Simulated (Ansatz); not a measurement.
# Te2Mo: optical spectrum from first principles, part 2 of 2

Wanted: where Te2Mo starts to absorb, how strongly, and its refractive index.

Ansatz 0.2.0; DFT, PBE, plane-wave PAW, default files, scalar-relativistic, independent-particle optical response without local fields.

So far. Step 2 (Ground state and bands): There is a gap, 0.78 eV on the path, so no carriers' term is needed. The cell is left with a pressure of 2.9 GPa and forces up to 0.17 eV/Å, as it stands unrelaxed at this level.

## 3. Spectrum

The spectrum is a sum over vertical transitions between filled and empty bands at the fixed density, so many empty bands are needed.

This step: DFT, PBE, plane-wave PAW, default files, scalar-relativistic, independent-particle optical response without local fields (Ansatz 0.2.0).

Input file input.yaml:

```yaml
crystal:
  lattice:
    - [3.5182, 0.0, 0.0]
    - [-1.7591, 3.0468505756, 0.0]
    - [0.0, 0.0, 13.9736]
  atoms:
    - { symbol: Te, position: [0.6666666667, 0.3333333333, 0.379] }
    - { symbol: Te, position: [0.3333333333, 0.6666666667, 0.879] }
    - { symbol: Te, position: [0.6666666667, 0.3333333333, 0.121] }
    - { symbol: Te, position: [0.3333333333, 0.6666666667, 0.621] }
    - { symbol: Mo, position: [0.6666666667, 0.3333333333, 0.75] }
    - { symbol: Mo, position: [0.3333333333, 0.6666666667, 0.25] }
kpoints:
  mp_grid: { grid: [7, 7, 2] }
scf:
  occupations: { method: fixed }
hamiltonian:
  xc: pbe
  pseudopotentials: { kind: paw }
output:
  optics:
    e_range: [0, 20]
    de: 0.05
    sigma: 0.1
    nscf_kmesh: { grid: [9, 9, 2] }
    bands: { spectra_wanted_up_to: 20 }
```

Started as:

```console
> ansatz run input.yaml --threads 4 --pin off --max-ram 8192MiB --backend cpu --events-out ev --progress --plain --runs-dir out
```

Numbers of over 12 decimals in the logs are rounded to 6 here.

Output:

```text
[...]
Crystal: 6 atoms, lattice volume = 149.789 Å³
Basis set: ecut = 420 eV, 2909 PW (Γ)
Bands: 56, of which v1, the nominal top of the filled ones, is band 46 counted from 1 (45 counted from 0)
Symmetry: 24 space group operations
[...]
k-points: 16 of 98
[...]
SCF iter   1: F=—  HF=-37833.381092 eV  |F-HF|=—  |Δ(HF+E_count)|=         —  Δρ=4.19e-3  dr2=8.97e-3  ethr=1.77e-3  ⟨swp⟩=5.1  Hψ=2809  notcnv=0  defer=107
[...]
SCF iter  10: F=-37833.393575 eV  HF=-37833.393575 eV  |F-HF|=1.46e-11  |Δ(HF+E_count)|=  1.46e-11  Δρ=7.03e-8  dr2=9.05e-12  ethr=1.00e-12  ⟨swp⟩=10.5  Hψ=3817  notcnv=0
SCF 1 converged in 10 iterations: F = -37833.393575 eV  dr2 = 9.05e-12
[...]
NSCF: frozen V_eff on 24 k-points
[...]
WARN: output.optics: on 18 of the rows wanted, those up to 20.000 eV, the energy-loss function is not bounded in the bands left out, and is left empty along some axis. In full: what the bands over the 125 summed would add to eps1, eps2 and the energy-loss function is held between a lower and an upper bound (14 Lanczos steps). eps1, eps2 and their loss function (loss_summed_bands) are given on every row as the summed  [...]
SCF converged after 10 iterations
Free energy (F): -37833.393575 eV
[...]
Internal energy: -37833.393575 eV  (E = F + TS)
E sigma→0 (E₀):  -37833.393575 eV
Fermi energy:    12.477793 eV
[...]
--- Band table (eV; the first three rows and the last of 16) ---
  k-point 0: bands = [... 42 lower, 11.4634, 11.4634, 12.1536, 12.4778, 15.3792, 15.3792, 15.5121, 15.5121, ... 6 higher]
  k-point 1: bands = [... 42 lower, 11.4458, 11.4458, 12.3964, 12.3964, 15.4169, 15.4169, 15.4169, 15.4169, ... 6 higher]
  k-point 2: bands = [... 42 lower, 11.3334, 11.4845, 12.1565, 12.3032, 14.5369, 14.6824, 14.7366, 14.7977, ... 6 higher]
  k-point 15: bands = [... 42 lower, 10.5890, 10.5890, 12.1301, 12.1301, 13.6137, 13.6137, 14.1571, 14.1571, ... 6 higher]
```

Elapsed: 80 s, on 4 threads of Intel Xeon 6975P-C (Granite Rapids), shared host; peak memory 2 GiB.

Read-outs, printed or worked out from the files:

| Quantity | Value |
| --- | --- |
| electronic dielectric constant ε∞, mean over x, y and z (by symmetry where fewer were run) | 18.73 |
| absorption onset, first axis (α over 10⁴ cm⁻¹, or the direct gap if that lies higher) | 1.041 eV |
| main peak of Im epsilon, first axis | 2.563 eV |
| photocurrent from vertical transitions in a film 500 nm thick on a perfect mirror (two passes), AM1.5G, no front reflection, all carriers collected | 45.81 mA/cm² |
| least direct gap on the mesh | 1.041 eV |
| bands summed | 125 |
| spectra valid up to | 28.20 eV |
| program's estimate of the k-sum error in Im epsilon | 0.07 % |
| electrons in the f-sum | 66.54 |

The Im ε has structure finer than the step of the table below, so its rows give means over 0.5 eV, whole bins alone (the curve runs from 0 to 19.1 eV). Peaks (eV: height): E ∥ x or y 1.75: 24.3, 2.55: 25.6, 3.30: 22.6, 8.50: 7.27; E ∥ z 2.05: 12.4, 3.95: 28.3, 4.65: 18.8, 6.30: 12.0.

Im ε against photon energy; means over each step:

```csv
photon energy (eV),E ∥ x or y,E ∥ z
0.5,0,0
1.0,2.24,0.0705
1.5,17.4,2.93
2.0,18.7,10.6
2.5,22.3,7.88
3.0,20.7,9.99
3.5,21.2,14.6
4.0,16.0,24.3
4.5,15.0,16.3
5.0,11.4,11.8
5.5,6.17,6.60
6.0,3.56,9.57
6.5,2.95,10.3
7.0,3.02,8.68
7.5,3.93,8.19
8.0,6.49,6.01
8.5,6.97,6.67
9.0,5.64,6.07
9.5,4.44,4.50
10.0,3.03,2.57
10.5,2.45,1.89
11.0,2.33,1.97
11.5,2.07,1.94
12.0,2.01,2.60
12.5,1.74,1.69
13.0,1.44,1.39
13.5,1.18,0.948
14.0,1.06,0.747
14.5,0.969,0.764
15.0,0.826,0.619
15.5,0.650,0.464
16.0,0.564,0.491
16.5,0.487,0.465
17.0,0.434,0.436
17.5,0.407,0.390
18.0,0.360,0.308
18.5,0.293,0.300
```

Re ε against photon energy:

| photon energy (eV) | E ∥ x or y | E ∥ z |
| --- | --- | --- |
| 0 | 21.0 | 14.2 |
| 1 | 28.5 | 16.0 |
| 2 | 16.8 | 17.2 |
| 3 | 4.98 | 17.2 |
| 4 | -2.22 | 5.70 |
| 5 | -6.94 | -6.04 |
| 6 | -3.41 | 3.17 |
| 7 | 0.319 | -0.899 |
| 8 | 1.49 | -2.81 |
| 9 | -2.46 | -3.54 |
| 10 | -2.92 | -3.74 |
| 11 | -1.81 | -1.86 |
| 12 | -1.51 | -1.99 |
| 13 | -1.38 | -1.97 |
| 14 | -1.01 | -1.27 |
| 15 | -0.845 | -0.986 |
| 16 | -0.546 | -0.521 |
| 17 | -0.311 | -0.322 |
| 18 | -0.170 | -0.182 |
| 19 | 0.0199 | -0.0480 |

Values under 1 per cm are given as 1. Absorption coefficient against photon energy:

```
photon energy (eV)  E ∥ x or y (1/cm)  E ∥ z (1/cm)
              0.00                  1             1
              1.00               7652          16.5
              2.00              3.6e5         2.8e5
              3.00              8.4e5         3.3e5
              4.00              1.2e6         1.4e6
              5.00              1.6e6         1.6e6
              6.00              1.2e6         1.1e6
              7.00              8.5e5         1.6e6
              8.00              1.3e6         1.7e6
              9.00              1.9e6         2.1e6
             10.00              1.9e6         2.0e6
             11.00              1.7e6         1.7e6
             12.00              1.7e6         2.1e6
             13.00              1.7e6         1.9e6
             14.00              1.6e6         1.7e6
             15.00              1.5e6         1.6e6
             16.00              1.3e6         1.3e6
             17.00              1.1e6         1.1e6
             18.00              9.7e5         9.5e5
             19.00              7.0e5         7.5e5
```

Table of refractive index n and extinction k by photon energy:

```csv
photon energy (eV),"n, E ∥ x or y","k, E ∥ x or y","n, E ∥ z","k, E ∥ z"
0,4.58,0,3.77,0
1,5.34,0.0755,4.00,1.6e-4
2,4.48,1.79,4.38,1.38
3,3.56,2.77,4.28,1.08
4,2.61,3.01,4.14,3.38
5,1.75,3.16,1.90,3.10
6,0.827,2.02,2.55,1.83
7,1.32,1.19,2.01,2.22
8,2.06,1.65,1.36,2.16
9,1.42,2.12,1.32,2.30
10,0.782,1.88,0.588,2.02
11,0.756,1.54,0.648,1.51
12,0.733,1.43,0.951,1.70
13,0.553,1.30,0.461,1.48
14,0.468,1.11,0.305,1.17
15,0.408,1.01,0.292,1.04
16,0.348,0.817,0.316,0.788
17,0.334,0.650,0.336,0.659
18,0.335,0.531,0.296,0.520
19,0.388,0.362,0.320,0.388
```

The reflectivity at normal incidence has structure finer than the step of the table below, so its rows give means over 0.5 eV, whole bins alone (the curve runs from 0 to 19.1 eV). Peaks (eV: height): E ∥ x or y 1.70: 52.8, 3.75: 55.4, 5.40: 63.3, 9.90: 53.5, 15.30: 47.3; E ∥ z 4.10: 56.8, 5.00: 57.9, 7.85: 49.4, 9.95: 65.0, 12.25: 55.4, 14.00: 60.2, 15.15: 59.0.

The reflectivity at normal incidence by photon energy; means over each step:

```csv
photon energy (eV),E ∥ x or y (%),E ∥ z (%)
0.5,42.2,34.3
1.0,46.9,36.2
1.5,51.6,40.6
2.0,48.1,41.9
2.5,50.8,37.2
3.0,50.1,41.3
3.5,53.0,44.4
4.0,52.3,54.6
4.5,53.1,49.8
5.0,59.6,54.9
5.5,62.3,35.0
6.0,54.6,36.9
6.5,39.0,45.2
7.0,22.4,42.8
7.5,20.7,46.7
8.0,31.3,46.3
8.5,39.6,42.2
9.0,45.2,50.3
9.5,46.8,57.8
10.0,52.6,63.2
10.5,45.4,56.9
11.0,43.8,47.8
11.5,42.1,42.0
12.0,42.0,43.2
12.5,42.9,50.9
13.0,46.1,56.1
13.5,45.4,58.8
14.0,44.3,58.7
14.5,42.7,50.8
15.0,45.3,56.3
15.5,46.3,54.4
16.0,44.3,46.6
16.5,42.5,44.0
17.0,39.2,40.4
17.5,34.8,41.0
18.0,34.3,39.7
18.5,30.6,33.6
```

At chosen wavelengths:

```
wavelength (nm)  n xy   k xy  R (%) xy     1/α xy   n z    k z  R (%) z      1/α z
           1550  4.94  0.000      44.0  over 1 mm  3.91  0.000     35.1  over 1 mm
           1064  5.68  0.485      49.3     174 nm  4.15  0.019     37.4     4.5 µm
            800  5.62  1.670      51.8      38 nm  4.56  0.284     41.1     224 nm
            633  4.38  1.889      46.1      27 nm  4.46  1.285     43.3      39 nm
            405  3.54  2.604      48.3      12 nm  4.38  1.173     42.2      27 nm
            248  1.75  3.163      60.1     6.2 nm  1.90  3.104     57.9     6.4 nm
            193  0.95  1.666      42.3     9.2 nm  2.22  2.520     46.9     6.1 nm
```

Rows near the edge hang on the gap, which this functional as a rule makes too small, and phonon-assisted absorption is left out.

In reflection the computed colour is light grey: x = 0.310, y = 0.323, luminous reflectivity 45 %.

The f-sum over the summed bands holds 66.5 of the cell's 92 electrons outside the frozen cores, 56 of which lie in bands more than 12 eV below the Fermi level, whose transitions come at higher energies. Up to 19 eV the strength has a mean oscillator energy of 4.1 eV, well above the main peak, so higher transitions carry much of it.

## 4. Static response with local fields

Perturbation theory gives the static response with local fields and the functional's kernel, and it needs no empty bands.

This step: DFT, PBE, plane-wave PAW, default files, scalar-relativistic, static field response by perturbation theory with local fields (Ansatz 0.2.0).

Edit input.yaml of step 3 so:

```diff
@@ -19,8 +19,2 @@
   pseudopotentials: { kind: paw }
-output:
-  optics:
-    e_range: [0, 20]
-    de: 0.05
-    sigma: 0.1
-    nscf_kmesh: { grid: [9, 9, 2] }
-    bands: { spectra_wanted_up_to: 20 }
+dielectric: {}
```

Output:

```text
[...]
Crystal: 6 atoms, lattice volume = 149.789 Å³
Basis set: ecut = 420 eV, 2909 PW (Γ), exchange–correlation on 48×48×192 points (8 copies of the dense FFT grid, shifted against one another)
Bands: 56, of which v1, the nominal top of the filled ones, is band 46 counted from 1 (45 counted from 0)
Symmetry: 24 space group operations
k-points: 32 of 98 (irreducible under 2 space group operations, time reversal used)
[...]
SCF iter   1: F=—  HF=-37833.381070 eV  |F-HF|=—  |Δ(HF+E_count)|=         —  Δρ=4.19e-3  dr2=8.96e-3  ethr=1.77e-3  ⟨swp⟩=5.1  Hψ=5615  notcnv=0  defer=218
[...]
SCF iter  10: F=-37833.393588 eV  HF=-37833.393588 eV  |F-HF|=7.28e-12  |Δ(HF+E_count)|=    0.00e0  Δρ=7.06e-8  dr2=9.31e-12  ethr=1.00e-12  ⟨swp⟩=11.1  Hψ=6742  notcnv=0
SCF 1 converged in 10 iterations: F = -37833.393588 eV  dr2 = 9.31e-12
[...]
DFPT response loops at Γ: preconditioner auto → Resta (q_TF=auto, 2.515 Å⁻¹)  ε∞=8.4 (no band partly filled); β = 1.00, the filter's whole step (`scf.mixing.beta` (0.50) is not read by the response loops at its default; to damp them type it under 1.00, their step now; it binds the ground state too); Broyden in place of MSR1
── the response to a field inside a basis, on 14×14×4 k-points: an SCF that follows is theirs, and a resumed run solves both again ──
Bands: 47, of which v1, the nominal top of the filled ones, is band 46 counted from 1 (45 counted from 0)
k-points: 112 of 784 (irreducible under 8 space group operations)
[...]
Eigensolver: Dense (112 Hₖ)
SCF iter   1: F=—  HF=-37833.116434 eV  |F-HF|=—  |Δ(HF+E_count)|=         —  Δρ=3.93e-4  dr2=1.26e-4  ethr=1.00e-1
[...]
SCF iter   6: F=-37833.116491 eV  HF=-37833.116491 eV  |F-HF|=8.81e-9  |Δ(HF+E_count)|=   2.79e-8  Δρ=2.30e-6  dr2=2.85e-8  ethr=5.82e-10
SCF 1 converged in 6 iterations: F = -37833.116491 eV  dr2 = 2.85e-8
[...]
SCF converged after 10 iterations
Free energy (F): -37833.393588 eV
[...]
Internal energy: -37833.393588 eV  (E = F + TS)
E sigma→0 (E₀):  -37833.393588 eV
Fermi energy:    12.477793 eV
[...]
--- Band table (eV; the first three rows and the last of 32) ---
  k-point 0: bands = [... 42 lower, 11.4634, 11.4634, 12.1537, 12.4778, 15.3792, 15.3792, 15.5121, 15.5121, ... 6 higher]
  k-point 1: bands = [... 42 lower, 11.4458, 11.4458, 12.3964, 12.3964, 15.4169, 15.4169, 15.4169, 15.4169, ... 6 higher]
  k-point 2: bands = [... 42 lower, 11.3334, 11.4845, 12.1565, 12.3032, 14.5369, 14.6824, 14.7366, 14.7977, ... 6 higher]
  k-point 31: bands = [... 42 lower, 10.9833, 10.9833, 11.8839, 11.8839, 13.6247, 13.6247, 14.0591, 14.0591, ... 6 higher]
--- Dielectric response (ions clamped): 3 representative field directions + reference, inside a basis on a mesh of 784 k-points (Σ response iterations 15) ---
  ε∞ (high-frequency dielectric tensor):
       20.014209     0.000000     0.000000
        0.000000    20.014209     0.000000
        0.000000     0.000000    10.808935
  Born effective charges Z* (e; rows j = field, columns β = displacement):
    site 0:
         1.61650    0.00000    0.00000
        -0.00000    1.61650   -0.00000
         0.00000   -0.00000    0.85110
    site 1:
         1.61650    0.00000   -0.00000
        -0.00000    1.61650    0.00000
         0.00000    0.00000    0.85110
    site 2:
         1.61650    0.00000   -0.00000
         0.00000    1.61650    0.00000
        -0.00000    0.00000    0.85110
    site 3:
         1.61650    0.00000    0.00000
        -0.00000    1.61650   -0.00000
         0.00000   -0.00000    0.85110
    site 4:
        -3.23300   -0.00000    0.00000
         0.00000   -3.23300    0.00000
        -0.00000    0.00000   -1.70221
    site 5:
        -3.23300    0.00000    0.00000
         0.00000   -3.23300    0.00000
        -0.00000    0.00000   -1.70221
  Z* charge neutrality: 1.331e-2 e pre-enforcement
  solved inside a basis spanned on kpoints, on 14×14×4 k-points, its susceptibility summed on 16×16×4: ε∞ is read to err by 1.0e-1, Z* by 2.1e-2 e (field_mesh: kpoints solves on kpoints); Z* is corrected for what the basis lacks
```

The job ended after 51 s (4 threads; peak memory 2 GiB).

This step gave:

* electronic dielectric constant ε∞, mean over x, y and z (by symmetry where fewer were run): 16.95

ε∞ with local fields:

```
20.01  0.00  0.00
 0.00 20.01  0.00
 0.00  0.00 10.81
```

Diagonal elements. Born, by row:

```
atom  Z*xx (e)  Z*yy (e)  Z*zz (e)
 Te1     1.617     1.617     0.851
 Te2     1.617     1.617     0.851
 Te3     1.617     1.617     0.851
 Te4     1.617     1.617     0.851
 Mo5    -3.233    -3.233    -1.702
 Mo6    -3.233    -3.233    -1.702
```

The principal values of the ε∞ with local fields are 10.81, 20.01 and 20.01.

## 5. Summary of results

```
gap on the path                                                                                                                                     : 0.782 eV
least direct gap on the path                                                                                                                        : 1.04 eV
electronic dielectric constant ε∞, mean over x, y and z (by symmetry where fewer were run) (independent particles)                                  : 18.7
absorption onset, first axis (α over 10⁴ cm⁻¹, or the direct gap if that lies higher)                                                               : 1.04 eV
main peak of Im epsilon, first axis                                                                                                                 : 2.56 eV
photocurrent from vertical transitions in a film 500 nm thick on a perfect mirror (two passes), AM1.5G, no front reflection, all carriers collected : 45.8 mA/cm²
electronic dielectric constant ε∞, mean over x, y and z (by symmetry where fewer were run) (static response with local fields)                      : 16.9
```

What this shows: At this level (PBE, independent particles) Te2Mo has a mean ε∞ = 18.7 (16.9 with local fields) and n = 4.94 at 1550 nm (E ∥ x); absorption sets in near 1.0 eV, and Im ε peaks at 2.6 eV (E ∥ x). The gap is indirect (0.78 eV), so absorption without phonons can begin only at the direct gap of 1.04 eV. Absorption passes 10⁴ cm⁻¹ from the direct gap on, 1.04 eV, in the infrared, so it absorbs across the visible. Distinct maxima of Im ε, read by a parabola through the highest points, lie at 1.73 eV (24), 2.56 eV (26), 3.32 eV (23) and 3.64 eV (22) for E ∥ x or y. The static values by axis are 20.97 (xy), 14.25 (z). The f-sum over the summed bands holds 66.5 of the cell's 92 electrons outside the frozen cores, 56 of which lie in bands more than 12 eV below the Fermi level, whose transitions come at higher energies. Up to 19 eV the strength has a mean oscillator energy of 4.1 eV, well above the main peak, so higher transitions carry much of it. In reflection the computed colour is light grey: x = 0.310, y = 0.323, luminous reflectivity 45 %. With local fields and the functional's kernel the static response is 16.9 against 18.7 for independent particles (-10 %). In the base spectrum excitons and phonon-assisted transitions are missing, and so are local fields; PBE gaps are as a rule too small, which pulls the onset down and ε∞ up. In the base run ε includes the program's bounded estimate of what the bands above those summed add. Spin-orbit coupling is left out although heavy atoms are present. Besides steps told in other documents, this task had 1 step that ran out of time; those not told in a step above aren't shown.

Calculation against experiment:

| quantity | measured | PBE | PBE, no local fields |
| --- | --- | --- | --- |
| band gap (least gap) (eV) | 0.88 | 0.78 (-0.10 eV) | - |
| refractive index (at 1550 nm) | 4.84 | - | 4.94 (+2.0 %) |

Measured values from arxiv:1407.1219 (2014) and pmc:9306003 (2022).

Verdict: The band gap is off by -0.10 eV. An optical gap can lie under the band gap by the exciton's binding. Spin-orbit coupling, left out here, can change the gap with such heavy elements. Zero-point and thermal motion shift the measured gap. The refractive index is off by +2.0 %: good agreement. No cell relaxation is part of this session.

[Logs are printed without paths, hosts, clocks, repeated set-up lines and the standing remarks that a program may print on its own settings, such as how far it seeks lower states.]

[Hosts, paths, dates, database ids (printed as entryN), source tags and the programs' standing remarks are cut or masked in the printed files.]
